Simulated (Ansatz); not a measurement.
**What SrAlH3 (Pm-3m) distorts into**

Which phase does SrAlH3 (Pm-3m) fall into along its unstable mode, and how much energy does it gain?

Method: DFT PBEsol, scalar-relativistic, plane waves, PAW; PAW set soft_1, in Ansatz 0.2.0.

### 1. Set-up

It takes space group Pm-3m (No. 221, cubic). The conventional cell has a = 4.496 Å, b = 4.496 Å, c = 4.496 Å, α = 90.00°, β = 90.00°, γ = 90.00°. Nearest to Sr lie 6 H at 2.25 Å. Al has 12 H at 3.18 Å nearest. Nearest to H lie 2 Sr at 2.25 Å. Farther neighbours, and contacts between anions beyond the nearest, are not listed.

### 2. Phonons on a q mesh

Stability and thermal properties need the whole zone. Linear response on a 4×4×4 q mesh gives force constants as far as a supercell of that size would.

input.yaml

```yaml
crystal:
  lattice:
    - [4.4956135358, 0.0, 0.0]
    - [0.0, 4.4956135358, 0.0]
    - [0.0, 0.0, 4.4956135358]
  atoms:
    - { symbol: Sr, position: [0.5, 0.5, 0.5] }
    - { symbol: Al, position: [0.0, 0.0, 0.0] }
    - { symbol: H, position: [0.0, 0.5, 0.5] }
    - { symbol: H, position: [0.5, 0.5, 0.0] }
    - { symbol: H, position: [0.5, 0.0, 0.5] }
kpoints:
  mp_grid: { grid: [8, 8, 8] }
hamiltonian:
  xc: pbesol
  pseudopotentials: { kind: paw, azcp: { folder: soft_1 }, xc_functional: pbe }
scf:
  occupations: { method: methfessel_paxton, width: 0.2 }
output:
  eigenvalues: true
phonons:
  method: dfpt
  qmesh: [4, 4, 4]
  temperatures: { t_max: 1000, t_step: 50 }
  qpath:
    path:
      - [[0.0, 0.0, 0.0], [0.0, 0.5, 0.0], [0.5, 0.5, 0.0], [0.0, 0.0, 0.0], [0.5, 0.5, 0.5], [0.0, 0.5, 0.0]]
      - [[0.5, 0.5, 0.5], [0.5, 0.5, 0.0]]
    npoints: 10
```

Run with:

```
$ ansatz run input.yaml --threads 4 --pin off --max-ram 10240MiB --backend cpu --events-out ev --progress --plain --runs-dir out
```

The log of the run:

```text
Engine: ansatz 0.2.0, aarch64-unknown-linux-gnu
Pseudopotentials: kind: paw
Pseudopotential: Sr, paw, valence charge 10, recommended cutoff 420 eV (normal), soft_1/Sr.paw.azcp
Pseudopotential: Al, paw, valence charge 3, recommended cutoff 420 eV (normal), soft_1/Al.paw.azcp
Pseudopotential: H, paw, valence charge 1, recommended cutoff 420 eV (normal), soft_1/H.paw.azcp
Functional definition: PBEsol
  exchange = pbesol_x
  correlation = pbesol_c
Crystal: 5 atoms, lattice volume = 90.859 Å³
Basis set: ecut = 420 eV, 1791 PW (Γ), exchange–correlation on 64×64×64 points (8 copies of the dense FFT grid, shifted against one another)
Bands: 13, of which v1, the nominal top of the filled ones, is band 8 counted from 1 (7 counted from 0)
Symmetry: 48 space group operations
k-points: 35 of 512
Non-local potential: Sr, projectors of the file, l = 0: 3, l = 1: 2, l = 2: 2
Non-local potential: Al, projectors of the file, l = 0: 2, l = 1: 2, l = 2: 1
Non-local potential: H, projectors of the file, l = 0: 2, l = 1: 1
PAW form: soft (Blöchl's): semilocal exchange-correlation on the pseudo side does not see the compensation charge
PAW frozen core: Sr, regenerated for the run's functional, and the local potential with it (the file was generated under x = pbe(κ = 0.804, μ = 0.219515), c = pbe(β = 0.066725))
PAW frozen core: Al, regenerated for the run's functional, and the local potential with it (the file was generated under x = pbe(κ = 0.804, μ = 0.219515), c = pbe(β = 0.066725))
PAW one-centre angular grid: Sr, 110 points (default); XC on 64 Gauss nodes
PAW one-centre angular grid: Al, 110 points (default); XC on 64 Gauss nodes
PAW one-centre angular grid: H, 110 points (default); XC on 64 Gauss nodes
Initial density: superposition of atomic densities (chi_scale 0.1, normalization cell, long waves kept (reshape's long-wave potential 0.00 eV rms))
Initial wavefunctions: pseudopotential atomic-orbital guess
Functional: x = pbesol(κ = 0.804, μ = 0.123457), c = pbesol(β = 0.046)
SCF iter   1: F=—  HF=-4064.007231 eV  |F-HF|=—  |Δ(HF+E_count)|=         —  Δρ=5.72e-2  dr2=5.26e0  ethr=3.10e-3  ⟨swp⟩=7.8  Hψ=3656  notcnv=0
preconditioner: auto → Kerker (q_TF=auto, 2.043 Å⁻¹)  [metal: Δε(μ)=0.049 eV  Ē_g=6.432 eV  σ=0.200 eV  W_gap=0.21  n_scr=18 (ndim 8)  ℏωp=11.0 eV  f_vac=0.000  D(μ)=0.05/eV (n_scr^D=0)]
SCF iter   2: F=—  HF=-4062.729870 eV  |F-HF|=—  |Δ(HF+E_count)|=    1.28e0  S|Δr|=    0.00e0  Δρ=2.86e-2  dr2=1.87e0  ethr=3.10e-3  ⟨swp⟩=2.8  Hψ=1026  notcnv=0  defer=25
preconditioner: auto → Resta (q_TF=auto, 2.043 Å⁻¹)  ε∞=4.3  [insulator: Δε(μ)=0.224 eV  Ē_g=6.094 eV  σ=0.200 eV  W_gap=0.67  n_scr=18 (ndim 8)  ℏωp=11.0 eV  f_vac=0.000  D(μ)=0.06/eV (n_scr^D=0)  ε∞_Penn≈4.3]
SCF iter   3: F=—  HF=-4062.085451 eV  |F-HF|=—  |Δ(HF+E_count)|=   6.44e-1  S|Δr|=    0.00e0  Δρ=7.95e-3  dr2=4.28e-2  ethr=3.10e-3  ⟨swp⟩=3.1  Hψ=870  notcnv=0  defer=25
SCF iter   4: F=—  HF=-4062.076874 eV  |F-HF|=—  |Δ(HF+E_count)|=   8.58e-3  S|Δr|=    0.00e0  Δρ=1.89e-3  dr2=9.15e-3  ethr=2.67e-4  ⟨swp⟩=2.6  Hψ=876  notcnv=0  defer=26
SCF iter   5: F=—  HF=-4062.074389 eV  |F-HF|=—  |Δ(HF+E_count)|=   2.48e-3  S|Δr|=    0.00e0  Δρ=4.19e-4  dr2=2.83e-4  ethr=5.72e-5  ⟨swp⟩=2.0  Hψ=549  notcnv=0  defer=26
SCF iter   6: F=—  HF=-4062.074343 eV  |F-HF|=—  |Δ(HF+E_count)|=   4.67e-5  S|Δr|=    0.00e0  Δρ=5.95e-5  dr2=6.25e-6  ethr=1.77e-6  ⟨swp⟩=2.0  Hψ=558  notcnv=0  defer=26
SCF iter   7: F=—  HF=-4062.074349 eV  |F-HF|=—  |Δ(HF+E_count)|=   6.16e-6  S|Δr|=    0.00e0  Δρ=2.19e-5  dr2=8.07e-7  ethr=3.91e-8  ⟨swp⟩=2.4  Hψ=691  notcnv=0  defer=26
SCF iter   8: F=—  HF=-4062.074346 eV  |F-HF|=—  |Δ(HF+E_count)|=   2.79e-6  S|Δr|=    0.00e0  Δρ=2.85e-6  dr2=1.39e-8  ethr=5.04e-9  ⟨swp⟩=2.2  Hψ=539  notcnv=0  defer=26
SCF iter   9: F=—  HF=-4062.074346 eV  |F-HF|=—  |Δ(HF+E_count)|=   4.98e-9  S|Δr|=    0.00e0  Δρ=4.45e-7  dr2=5.91e-11  ethr=8.69e-11  ⟨swp⟩=2.1  Hψ=614  notcnv=0  defer=26
SCF iter  10: F=-4062.074346 eV  HF=-4062.074346 eV  |F-HF|=2.27e-12  |Δ(HF+E_count)|=  7.09e-11  S|Δr|=    0.00e0  Δρ=7.25e-8  dr2=5.72e-12  ethr=1.00e-12  ⟨swp⟩=14.0  Hψ=3519  notcnv=0
SCF 1 converged in 10 iterations: F = -4062.074346 eV  dr2 = 5.72e-12
  greatest PAW one-centre occupation: 0.987 electrons in one spin orbital (limit 2), on the Sr atom at site 0 (counted from 0), in its partial waves of l = 0
Initial density: read from a saved state, or passed on in memory by an earlier SCF of this step, an earlier step, the calling program or the single point that the run made first
iter 1 solved again at ethr=3.14e-7 eV; its pass at ethr=3.10e-3 eV (dr2=5.02e-5 eV) is discarded
SCF iter   1: F=—  HF=-4062.074344 eV  |F-HF|=—  |Δ(HF+E_count)|=         —  Δρ=5.08e-7  dr2=1.82e-10  ethr=3.14e-7  ⟨swp⟩=3.9  Hψ=5147  notcnv=0
eigensolver tolerance schedule: the retry pair's looser diagonalisation over-reported the residual by 276157.94 of it (diagonalisation noise at an unbounded share of the residual, at the tolerance the schedule requests for it); recorded, not acted on — ethr = c·dr2/N_el stays at c = 1.0e-1
preconditioner: auto → Resta (q_TF=auto, 2.043 Å⁻¹)  ε∞=4.6  [insulator: Δε(μ)=0.142 eV  Ē_g=5.834 eV  σ=0.200 eV  W_gap=0.56  n_scr=18 (ndim 8)  ℏωp=11.0 eV  f_vac=0.000  D(μ)=0.31/eV (n_scr^D=0)  ε∞_Penn≈4.6]
SCF iter   2: F=—  HF=-4062.074346 eV  |F-HF|=—  |Δ(HF+E_count)|=   1.85e-6  S|Δr|=    0.00e0  Δρ=2.54e-7  dr2=3.78e-11  ethr=1.14e-12  ⟨swp⟩=4.7  Hψ=1331  notcnv=0
SCF iter   3: F=—  HF=-4062.074346 eV  |F-HF|=—  |Δ(HF+E_count)|=  1.82e-12  S|Δr|=    0.00e0  Δρ=1.63e-7  dr2=1.60e-11  ethr=1.00e-12  ⟨swp⟩=5.4  Hψ=1779  notcnv=0
SCF iter   4: F=-4062.074346 eV  HF=-4062.074346 eV  |F-HF|=1.36e-12  |Δ(HF+E_count)|=  9.55e-12  S|Δr|=    0.00e0  Δρ=5.01e-8  dr2=1.70e-12  ethr=1.00e-12  ⟨swp⟩=2.5  Hψ=881  notcnv=0
SCF 2 converged in 4 iterations: F = -4062.074346 eV  dr2 = 1.70e-12
phonons: the bands overlap, so this run is a metal and interpolates without the dipole-dipole term. If the crystal is really an insulator or semiconductor, its LO-TO splitting is missing
NSCF: frozen V_eff on 35 k-points
NSCF: frozen V_eff on 125 k-points
DFPT response loops at q = (0, 0, 0) (fractional): preconditioner auto → Kerker (q_TF=auto, 2.043 Å⁻¹) (partly filled bands, converged f_vac=0.000); β = 1.00, the filter's whole step (`scf.mixing.beta` (0.50) is not read by the response loops under this deck's `scf.mixing.preconditioner`; to damp them name `kerker` or `kerker_dos`, under which they read `scf.mixing.beta`, and type it under 1.00, their step now; both keys bind the ground state too); Broyden in place of MSR1
NSCF: frozen V_eff on 400 k-points
DFPT response loops at q = (0, 0, 0.25) (fractional): mixed as the last ones told, above
NSCF: frozen V_eff on 250 k-points
DFPT response loops at q = (0, 0, -0.5) (fractional): mixed as the last ones told, above
NSCF: frozen V_eff on 640 k-points
DFPT response loops at q = (0, 0.25, 0.25) (fractional): mixed as the last ones told, above
NSCF: frozen V_eff on 400 k-points
DFPT response loops at q = (0, 0.25, -0.5) (fractional): mixed as the last ones told, above
NSCF: frozen V_eff on 250 k-points
DFPT response loops at q = (0, -0.5, -0.5) (fractional): mixed as the last ones told, above
NSCF: frozen V_eff on 1024 k-points
DFPT response loops at q = (0.25, 0.25, 0.25) (fractional): mixed as the last ones told, above
NSCF: frozen V_eff on 640 k-points
DFPT response loops at q = (0.25, 0.25, -0.5) (fractional): mixed as the last ones told, above
NSCF: frozen V_eff on 400 k-points
DFPT response loops at q = (0.25, -0.5, -0.5) (fractional): mixed as the last ones told, above
NSCF: frozen V_eff on 250 k-points
DFPT response loops at q = (-0.5, -0.5, -0.5) (fractional): mixed as the last ones told, above
SCF converged after 10 iterations
Stability not checked: this state was not tested for a lower state beside it, because cold or Methfessel-Paxton smearing, or corrected tetrahedra, fill the levels in a way that the test cannot read (fill_not_monotonic; see scf.lower_state_search)
Free energy (F): -4062.074346 eV
Harris-Foulkes:  -4062.074346 eV  (|F-HF|=2.27e-12)
Internal energy: -4062.075336 eV  (E = F + TS)
E sigma→0 (E₀):  -4062.074594 eV
Entropy (-TS):   0.000991 eV (0.198 meV/atom)
Fermi energy:    2.811716 eV
Step filling:    the computed levels leave a gap of 0.1422 eV = 0.7 smearing widths at the electron count; against every level under it full and every level over it empty, smearing changes F+E_penalty+E_count by +0.604 meV and its σ→0 estimate by +0.356 meV
--- Per-component energies (eV) ---
  E_band       = -134.606297
  E_kinetic    = 288.596783
  E_local      = -890.089985  (includes V_loc(G=0)·N_el)
  E_nonlocal   = 247.415784
  E_hartree    = 240.560359
  E_xc         = -233.166109
  E_vxc        = -213.304453  (∫ρ·V_xc dr)
  E_paw        = -3097.948180  (= ΣΔE_a)
  E_vpaw       = -48.342420  (= ΣTr[D̂ρ^β])
  E_aug_tail   = -0.002764  (compensation charges beyond the density's cutoff)
  E_ewald      = -617.594712
  E_core_change = 0.153487  (= ΣΔE_core)
  E_smearing   = 0.000991  (= −TS)
  E_closure    = -0.000000  (closes the sum)
  Σ components = -4062.074346   (vs F -4062.074346, Δ=0.00e0)
--- Band table (eV; the first three rows and the last of 35) ---
  k-point 0: bands = [... 4 lower, -3.0198, 0.7202, 0.7202, 2.7485, 5.0527, 5.0527, 5.0527, 8.7194, ... 1 higher]
  k-point 1: bands = [... 4 lower, -2.8945, 0.7115, 0.7486, 2.4747, 5.0367, 5.0367, 5.3855, 8.6971, ... 1 higher]
  k-point 2: bands = [... 4 lower, -2.5352, 0.3797, 0.8199, 2.3683, 4.9926, 4.9926, 5.9379, 8.7326, ... 1 higher]
  k-point 34: bands = [... 4 lower, 0.0213, 1.8419, 1.8419, 1.8419, 2.6901, 2.6901, 2.6901, 8.6194, ... 1 higher]
--- Phonons (Γ-DFPT): 4 representative perturbations + reference (Σ response iterations 12) ---
  ASR residual: 1.639e-4 → 0.000e0 eV/Å²; symmetrization residual: 7.215e-8 eV/Å²
  ASR residual per site (eV/Å²): 1.64e-4 1.82e-5 2.68e-5 2.68e-5 2.68e-5
  Γ frequencies (cm⁻¹): -603.98 -603.98 -603.98 -505.00 -505.00 -505.00 0.00 0.00 0.00 101.58 101.58 101.58 1383.05 1383.05 1383.05
--- Phonons (arbitrary-q DFPT): 10 irreducible q on the 4×4×4 mesh ---
  q = [0.0000, 0.0000, 0.0000] (star 1, of the zone-centre solve; hermiticity 2.06e-8, symmetrization 1.46e-14): -603.98 -603.98 -603.98 -505.00 -505.00 -505.00 -0.00 0.00 0.00 101.58 101.58 101.58 1383.05 1383.05 1383.05
  q = [0.0000, 0.0000, 0.2500] (star 6, 9 solved perturbations in 1560 linear systems a pass and spin channel, the states on 200 of 512 k-point pairs; hermiticity 4.32e-8, symmetrization 4.41e-13): -533.24 -533.24 -487.58 -470.62 -470.62 -126.85 25.44 25.44 76.13 92.46 92.46 182.76 1383.12 1383.12 1402.50
  q = [0.0000, 0.0000, -0.5000] (star 3, 9 solved perturbations in 975 linear systems a pass and spin channel, the states on 125 of 512 k-point pairs; hermiticity 2.56e-8, symmetrization 1.80e-9): -469.54 -469.54 -461.46 -428.68 -428.68 50.30 50.30 55.23 65.92 65.92 115.15 299.43 1383.18 1383.18 1421.25
  q = [0.0000, 0.2500, 0.2500] (star 12, 9 solved perturbations in 2460 linear systems a pass and spin channel, the states on 320 of 512 k-point pairs; hermiticity 5.03e-8, symmetrization 6.10e-14): -632.55 -529.65 -490.22 -440.03 -439.82 11.14 50.77 71.52 74.03 105.78 126.62 262.03 1383.14 1387.79 1415.86
  q = [0.0000, 0.2500, -0.5000] (star 12, 15 solved perturbations on 200 of 512 k-point pairs; hermiticity 1.03e-7, symmetrization 7.09e-9): -562.64 -548.85 -533.38 -435.25 -409.87 -45.86 50.63 68.50 80.75 123.22 146.17 283.37 1383.16 1389.71 1429.43
  q = [0.0000, -0.5000, -0.5000] (star 3, 9 solved perturbations in 975 linear systems a pass and spin channel, the states on 125 of 512 k-point pairs; hermiticity 5.26e-8, symmetrization 4.28e-15): -742.35 -742.35 -565.38 -392.41 -392.41 -102.94 51.14 78.20 78.20 154.62 154.62 299.72 1383.16 1395.13 1442.61
  q = [0.2500, 0.2500, 0.2500] (star 8, 4 solved perturbations in 1376 linear systems a pass and spin channel, the states on 512 of 512 k-point pairs; hermiticity 4.18e-8, symmetrization 1.07e-13): -562.35 -562.35 -552.03 -440.44 -440.44 -121.54 100.50 100.50 106.79 125.27 125.27 224.13 1387.97 1387.97 1423.67
  q = [0.2500, 0.2500, -0.5000] (star 12, 9 solved perturbations in 2460 linear systems a pass and spin channel, the states on 320 of 512 k-point pairs; hermiticity 4.32e-8, symmetrization 4.73e-9): -542.37 -538.32 -499.84 -493.86 -477.18 -205.63 103.93 112.78 130.59 133.58 143.80 196.93 1388.04 1391.62 1435.55
  q = [0.2500, -0.5000, -0.5000] (star 6, 9 solved perturbations in 1560 linear systems a pass and spin channel, the states on 200 of 512 k-point pairs; hermiticity 3.90e-8, symmetrization 2.98e-14): -602.35 -602.35 -550.26 -453.67 -453.67 -314.77 112.98 138.35 138.35 154.75 154.75 182.04 1390.17 1397.23 1445.64
  q = [-0.5000, -0.5000, -0.5000] (star 1, 4 solved perturbations in 350 linear systems a pass and spin channel, the states on 125 of 512 k-point pairs; hermiticity 3.83e-9, symmetrization 1.97e-13): -531.42 -531.42 -531.42 -523.34 -523.34 -523.34 149.36 149.36 149.36 157.48 157.48 157.48 1400.00 1400.00 1451.18
  sum rule: each row above includes the acoustic sum rule's correction from the zone centre's row sums; it moved no ω² by more than (2.69 cm⁻¹)²
  mesh force constants: q→R imaginary residual 9.13e-19; ASR residual 1.639e-4 → 0.000e0 eV/Å²; symmetrization residual 4.441e-15 eV/Å²
  interpolated dispersion: 62 rows × 15 modes
  density of states and harmonic sums: on the 16×16×16 q-mesh, interpolated from the force constants of a 4×4×4 supercell (no non-analytic term)
  largest difference from the sums on the solved wave vectors: F 2.38e-2 eV, S 2.61e-5 and C_V 3.07e-6 eV/K
  zero-point energy: 0.306883 eV/cell   skipped modes (ω ≤ 0): 965, of them read as no rigid motion or as one in doubt: 962 (5.840e0 modes/cell left out, lowest -742.35 cm⁻¹)   left out of the sums: 3.89e-1 of the cell's modes: C_V's classical limit lies that fraction below 3 k_B per atom; for a crystal, a wire or a layer, F and S can be off by more, and a phonons.interpolated_qmesh denser along its periods is the remedy for the sampling
```

The job ended after 5.7 min (4 threads of Arm Neoverse V1, shared host; peak memory 1.4 GiB).

Numbers from this step:

```
volume per atom                                         : 18.17 Å³
gap on the k-mesh                                       : 0 eV
sum-rule residual before enforcement                    : 1.64e-4 eV/Å²
lowest frequency on the path                            : -742.3 cm⁻¹
point group                                             : m-3m
highest frequency on path, mesh or solved points        : 1451 cm⁻¹
highest optical mode at the zone centre (no LO-TO term) : 1383 cm⁻¹
lowest optical zone-centre mode                         : -604.0 cm⁻¹
lowest mode on the q mesh (acoustic modes at Γ apart)   : -742.4 cm⁻¹
```

Frequencies (cm⁻¹) solved at each irreducible wavevector; negative means imaginary. Frequencies by wavevector, by row:

| q in reciprocal lattice units | star | mode 1 | mode 2 | mode 3 | mode 4 | mode 13 | mode 14 | mode 15 |
| --- | --- | --- | --- | --- | --- | --- | --- | --- |
| 0 0 0 | 1 | -604 | -604 | -604 | -505 | 1383 | 1383 | 1383 |
| 0 0 0.25 | 6 | -533.2 | -533.2 | -487.6 | -470.6 | 1383 | 1383 | 1402 |
| 0 0 -0.5 | 3 | -469.5 | -469.5 | -461.5 | -428.7 | 1383 | 1383 | 1421 |
| 0 0.25 0.25 | 12 | -632.5 | -529.6 | -490.2 | -440 | 1383 | 1388 | 1416 |
| 0 0.25 -0.5 | 12 | -562.6 | -548.9 | -533.4 | -435.2 | 1383 | 1390 | 1429 |
| 0 -0.5 -0.5 | 3 | -742.4 | -742.4 | -565.4 | -392.4 | 1383 | 1395 | 1443 |
| 0.25 0.25 0.25 | 8 | -562.4 | -562.4 | -552 | -440.4 | 1388 | 1388 | 1424 |
| 0.25 0.25 -0.5 | 12 | -542.4 | -538.3 | -499.8 | -493.9 | 1388 | 1392 | 1436 |
| 0.25 -0.5 -0.5 | 6 | -602.4 | -602.4 | -550.3 | -453.7 | 1390 | 1397 | 1446 |
| -0.5 -0.5 -0.5 | 1 | -531.4 | -531.4 | -531.4 | -523.3 | 1400 | 1400 | 1451 |

Interpolated from a 4×4×4 q mesh. Phonon branches along the path, in cm⁻¹:

| point | branch 1 | branch 2 | branch 3 | branch 4 | branch 12 | branch 13 | branch 14 | branch 15 |
| --- | --- | --- | --- | --- | --- | --- | --- | --- |
| Γ | -604 | -604 | -604 | -505 | 102 | 1383 | 1383 | 1383 |
| halfway | -533 | -533 | -488 | -471 | 183 | 1383 | 1383 | 1402 |
| X | -470 | -470 | -462 | -429 | 299 | 1383 | 1383 | 1421 |
| halfway | -563 | -549 | -533 | -435 | 283 | 1383 | 1390 | 1429 |
| M | -742 | -742 | -565 | -392 | 300 | 1383 | 1395 | 1443 |
| halfway | -632 | -530 | -490 | -440 | 262 | 1383 | 1388 | 1416 |
| Γ | -604 | -604 | -604 | -505 | 102 | 1383 | 1383 | 1383 |
| halfway | -562 | -562 | -552 | -440 | 224 | 1388 | 1388 | 1424 |
| R | -531 | -531 | -531 | -523 | 158 | 1400 | 1400 | 1451 |
| halfway | -542 | -538 | -500 | -494 | 197 | 1388 | 1392 | 1436 |
| X | -470 | -470 | -462 | -429 | 299 | 1383 | 1383 | 1421 |
| jump to R | -531 | -531 | -531 | -523 | 158 | 1400 | 1400 | 1451 |
| halfway | -602 | -602 | -550 | -454 | 182 | 1390 | 1397 | 1446 |
| M | -742 | -742 | -565 | -392 | 300 | 1383 | 1395 | 1443 |

Symmetry leaves 10 wavevectors to solve. The lowest mode among them, the acoustic zeros apart, lies at q = (0, -0.5, -0.5) and is imaginary, 742.4i cm⁻¹, so the energy falls along it.

### 3. The mode frozen in, largest atomic shift 0 Å

The mode followed lies at q = (0, -0.5, -0.5) with frequency 742.3i cm⁻¹ and is 2-fold degenerate, the softest among the wavevectors solved. At small amplitude the pattern taken leaves space group no. 10 by a symmetry search on the positions. The undistorted cell that holds it gives the zero of energy on the same k mesh.

System of this step: SrAlH3. Symmetry: Pm-3m, No. 221, cubic system. The conventional cell has a = 4.496 Å, b = 4.496 Å, c = 4.496 Å, α = 90.00°, β = 90.00°, γ = 90.00°. Nearest to Sr lie 6 H at 2.25 Å. Nearest to Al lie 12 H at 3.18 Å. H has 2 Sr at 2.25 Å nearest. Nearest to H lie 2 Sr at 2.25 Å. Farther neighbours, and contacts between anions beyond the nearest, are not listed.

input.yaml

```yaml
crystal:
  lattice:
    - [-4.4956135358, 0.0, 0.0]
    - [0.0, -4.4956135358, -4.4956135358]
    - [0.0, -4.4956135358, 4.4956135358]
  atoms:
    - { symbol: Sr, position: [0.5, 0.0, 0.5] }
    - { symbol: Sr, position: [0.5, 0.5, 0.0] }
    - { symbol: Al, position: [0.0, 0.5, 0.5] }
    - { symbol: Al, position: [0.0, 0.0, 0.0] }
    - { symbol: H, position: [0.0, 0.0, 0.5] }
    - { symbol: H, position: [0.0, 0.5, 0.0] }
    - { symbol: H, position: [0.5, 0.25, 0.25] }
    - { symbol: H, position: [0.5, 0.75, 0.75] }
    - { symbol: H, position: [0.5, 0.25, 0.75] }
    - { symbol: H, position: [0.5, 0.75, 0.25] }
kpoints:
  mp_grid: { grid: [8, 6, 6] }
hamiltonian:
  xc: pbesol
  pseudopotentials: { kind: paw, azcp: { folder: soft_1 }, xc_functional: pbe }
scf:
  occupations: { method: methfessel_paxton, width: 0.2 }
output:
  forces: true
  stress: true
  eigenvalues: true
```

The log of the run:

```text
[...]
Crystal: 10 atoms, lattice volume = 181.718 Å³
Basis set: ecut = 420 eV, 3531 PW (Γ), exchange–correlation on 64×90×90 points (8 copies of the dense FFT grid, shifted against one another)
Bands: 26, of which v1, the nominal top of the filled ones, is band 16 counted from 1 (15 counted from 0)
Symmetry: 32 space group operations
[...]
k-points: 50 of 288
[...]
k-point 0: bands = [... 12 lower, 0.7208, 0.9923, 0.9923, 2.7488, 5.0520, 5.0530, 5.0530, 5.5363, ... 5 higher]
  k-point 1: bands = [... 12 lower, 0.7422, 0.9781, 1.2922, 2.4675, 5.0417, 5.0586, 5.3316, 5.4269, ... 5 higher]
  k-point 2: bands = [... 12 lower, 0.7988, 0.9358, 1.6169, 2.0059, 5.0496, 5.0855, 5.2953, 5.3869, ... 5 higher]
  k-point 49: bands = [... 12 lower, 0.9917, 0.9917, 0.9924, 0.9924, 5.5350, 5.5350, 5.5358, 5.5358, ... 5 higher]
[key lines of the parts left out:]
SCF converged after 8 iterations
Free energy (F): -8124.148542 eV
Fermi energy:    2.822417 eV
P = ⅓ Tr σ = 0.0009 GPa (0.009 kbar)
```

Wall time 4.6 s (4 threads); peak memory 0.54 GiB; 18 s of CPU time.

Numbers from this step:

| Item | Value |
| --- | --- |
| pressure | 9.36e-4 GPa |
| energy from the undistorted cell | 0 meV/atom |

The run ends at a pressure of 0.00 GPa.

(Part 1 of 3 ends here.)

[Long decimals in the printed logs are rounded to 6 places.]

[Logs are printed without paths, hosts, clocks, repeated set-up lines and the standing remarks that a program may print on its own settings, such as how far it seeks lower states.]

[Hosts, paths, dates, database ids (printed as entryN), source tags and the programs' standing remarks are cut or masked in the printed files.]

[Where the starting crystal was built by hand or by swapping elements, it need not be the compound's stable phase.]
